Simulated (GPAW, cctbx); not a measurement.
# Bonding in Ca3PbS4 as X-rays see it

Question: by how much does bonding change the structure factors of Ca3PbS4?

The cell is our own: ordered rocksalt alloy in the eight-atom cube, 3 of 4 Pb sites given to Ca. All numbers below are calculated.

## Step 1: Relax the structure

The density hangs on the geometry, so cell and atoms are relaxed first, with the symmetry held. The cutoff is set higher than for the density because stress converges slowly with plane waves.

Settings: GPAW 26.7.0, PBE, 650 eV, 4×4×4 k-points, Fermi–Dirac width 0.02 eV, BFGS to 0.02 eV/Å.

```text
cell
1.0
     5.792500000    0.000000000    0.000000000
     0.000000000    5.792500000    0.000000000
     0.000000000    0.000000000    5.792500000
Ca S Pb
3 4 1
Direct
0.000000000 0.000000000 0.500000000
0.000000000 0.500000000 0.000000000
0.500000000 0.000000000 0.000000000
0.500000000 0.000000000 0.500000000
0.500000000 0.500000000 0.000000000
0.000000000 0.000000000 0.000000000
0.000000000 0.500000000 0.500000000
0.500000000 0.500000000 0.500000000
```

```console
$ OMP_NUM_THREADS=1 mpirun -n 4 gpaw python run.py > gpaw.log
```

```text
BFGS:    0      -40.172234        0.069161
BFGS:    1      -40.172447        0.066159
BFGS:    2      -40.175056        0.004304
cell  5.8090 5.8090 5.8090  90.00 90.00 90.00
volume 196.023 A^3, largest force 0.000 eV/A, largest stress 0.03 GPa
```

After 2 steps the volume has changed by +0.9 % and the energy by -0.003 eV; the largest stress left is 0.03 GPa. It took 2.2 min on 4 cores of Arm Neoverse N1 (shared host), peak memory 0.99 GiB.

Relaxed structure: Pm-3m (no. 221), a = 5.8090 Å, b = 5.8090 Å, c = 5.8090 Å, α = 90.00°, β = 90.00°, γ = 90.00°.

```
atom  mult.    x    y    z
 Pb1      1  1/2  1/2  1/2
 Ca1      3    0    0  1/2
  S1      3  1/2    0  1/2
  S2      1    0    0    0
```

## Step 2: Density and charge transfer

X-rays see the whole electron density, so the PAW density is rebuilt with its core regions. Subtracting spherical free atoms from the same code cancels the cores and leaves the deformation density Δρ, the part due to bonding.

Settings: PBE, 600 eV, 4×4×4 k-points, Fermi–Dirac width 0.02 eV; primitive cell of 8 atoms.

```console
$ OMP_NUM_THREADS=1 mpirun -n 4 gpaw python run.py > gpaw.log
```

```text
|iter:   1|       0s |  -40.847489 | +0.24 |       |
|iter:   2|      17s |  -40.892608 | -0.79 | -1.14 |
|iter:   3|      34s |  -40.198709 | -0.89 | -1.18 |
...
|iter:  13|     118s |  -40.166846c| -6.89 | -5.74c|
|iter:  14|     120s |  -40.166846c| -7.26 | -5.88c|
|iter:  15|     122s |  -40.166846c| -7.69c| -6.10c|
```

```text
grid (70, 70, 70)  electrons 206.000  moved by bonding 1.945 e
deformation density beyond 0.5 A of the nuclei: max 0.078, min -0.041 e/A^3
atom        x       y       z   Voronoi charge  moment
Pb1    0.5000  0.5000  0.5000      0.427       0.00
Ca2    0.0000  0.0000  0.5000      0.259       0.00
Ca3    0.0000  0.5000  0.0000      0.259       0.00
Ca4    0.5000  0.0000  0.0000      0.259       0.00
S 5    0.5000  0.0000  0.5000     -0.299       0.00
S 6    0.5000  0.5000  0.0000     -0.299       0.00
S 7    0.0000  0.0000  0.0000     -0.307       0.00
S 8    0.0000  0.5000  0.5000     -0.299       0.00
mean inner potential of superposed free atoms 15.101 V
total magnetic moment 0.000 muB
```

Deformation density in a plane through the shortest contact of the Pb atom at the origin, in 0.01 e/Å³ (clipped at ±99); x from -1.6 to 4.5 Å, y from 2.4 down to -2.4 Å:

```text
  0   3   4   0  -4   1   5   3   0  -1   4   5   5   0   0   2
 -1   1   3   3   3   3   2   0  -2  -2   0   2   0  -2  -2   0
 -2  -1   0   2   3   2   0  -1  -2  -1   0   2   1  -1  -2  -1
 -1  -2  -2  -1   0  -1  -2  -2  -1   1   4   5   4   1  -1  -2
  0  -2  -3  -2   0  -2  -3  -2   1   3   5   6   5   3   1  -1
  2  -1  -2   1   .   1  -3  -1   2   3  -1   .  -1   3   3   0
  3   0   1   .   .   .  -1   0   3   2   .   .   .   1   4   1
  2  -1  -2   1   .   1  -3  -1   2   3  -1   .  -1   3   3   0
  0  -2  -3  -2   0  -2  -3  -2   1   3   5   6   5   3   1  -1
 -1  -2  -2  -1   0  -1  -2  -2  -1   1   4   5   4   1  -1  -2
 -2  -1   0   2   3   2   0  -1  -2  -1   0   2   1  -1  -2  -1
 -1   1   3   3   3   3   2   0  -2  -2   0   2   0  -2  -2   0
  0   3   4   0  -4   1   5   3   0  -1   4   5   5   0   0   2
```

Atoms in or within 0.15 Å of the plane: Pb (0.0, 0.0), S (2.9, 0.0) Å. Dots mark points within about 0.45 Å of a nucleus; large values next to them are atomic features.

S gains most (-0.30 e) and Pb loses most (+0.43 e), in averages over each element's sites; S is the most electronegative element, but the order of the others doesn't follow electronegativity. Such charges fall far short of formal ones, since overlapping free atoms already put density on their neighbours. Along the shortest contact from the Pb atom at the map's origin, Pb–S at 2.90 Å, Δρ is +0.02 e/Å³ at the midpoint and highest, +0.04, 0.58 Å from Pb (points within 0.5 Å of a nucleus left out): little piles up between the atoms. At the midpoints of other shortest contacts it is +0.03 (Ca–S, 2.90 Å) e/Å³. Point values carry grid noise of about 0.01 e/Å³. The run needed 15 iterations, 2.7 min.

## Step 3: Structure factors

The Fourier components of Δρ, added to those of the free atoms, give the static X-ray structure factors; the Mott–Bethe relation turns them into the Fourier components V of the potential that fast electrons feel.

```text
static structure factors of the conventional cell: F in electrons, V (Mott-Bethe) in volts
   h  k  l      d  |F| table  |F| free   |F| DFT   change   |V| free  |V| DFT  change %
   0  1  0  5.8090    60.784    60.642    60.470   -0.172     1.071    1.207     12.6
   0  1  1  4.1076    59.333    59.221    59.087   -0.134     1.096    1.149      4.8
   1  1  1  3.3538    70.525    70.482    69.748   -0.734     1.977    2.170      9.8
   0  2  0  2.9045   164.659   164.706   165.717    1.011     8.146    7.946     -2.4
   0  2  1  2.5979    55.639    55.605    55.585   -0.021     1.009    1.012      0.3
   1  2  1  2.3715    54.645    54.619    54.652    0.033     0.971    0.966     -0.4
   0  2  2  2.0538   145.700   145.767   145.680   -0.087     5.941    5.949      0.1
   1  2  2  1.9363    52.133    52.116    52.165    0.049     0.867    0.862     -0.5
   0  3  0  1.9363    52.133    52.116    52.002   -0.114     0.867    0.877      1.2
   0  3  1  1.8370    51.411    51.395    51.334   -0.060     0.837    0.842      0.6
   1  3  1  1.7515    61.891    61.838    62.299    0.460     1.159    1.126     -2.8
   2  2  2  1.6769   133.363   133.434   133.060   -0.373     4.771    4.796      0.5
   0  3  2  1.6111    49.485    49.465    49.444   -0.021     0.761    0.762      0.2
   1  3  2  1.5525    48.906    48.884    48.895    0.011     0.739    0.739     -0.1
```

The largest X-ray change is +1.01 e on 020, 0.6 % of |F|. For electrons V goes as (Z − F)/g², so a change of F counts against Z − F, which is small at low angle and wherever the atoms' terms cancel: |V| of 010 moves by +12.6 % (1.07 to 1.21 V) against -0.3 % in |F|. The last three rows still change by up to 0.37 e; the table stops while the angles are still low. The tabulated Hartree–Fock atoms differ from the free DFT atoms by up to 0.14 e, so the choice of reference atom matters too.

## Step 4: Answer

Bonding moves 1.95 e in the primitive cell of Ca3PbS4 and changes the structure factors of the conventional cell in the table above by at most 1.01 e (020, 0.6 %), and among reflections above 2 % of the strongest by up to 1.0 % (111). The shortest bond, Pb–S, has Δρ = +0.02 e/Å³ at its midpoint. Limits: static density, frozen cores, no spin–orbit coupling.

[Outputs are excerpts: Python notices, other lines and further rows are left out; steps that failed or that the build refused (PBEsol, TPSS) are not shown.]

[Logs are printed without paths, hosts, clocks, repeated set-up lines and the standing remarks that a program may print on its own settings, such as how far it seeks lower states.]
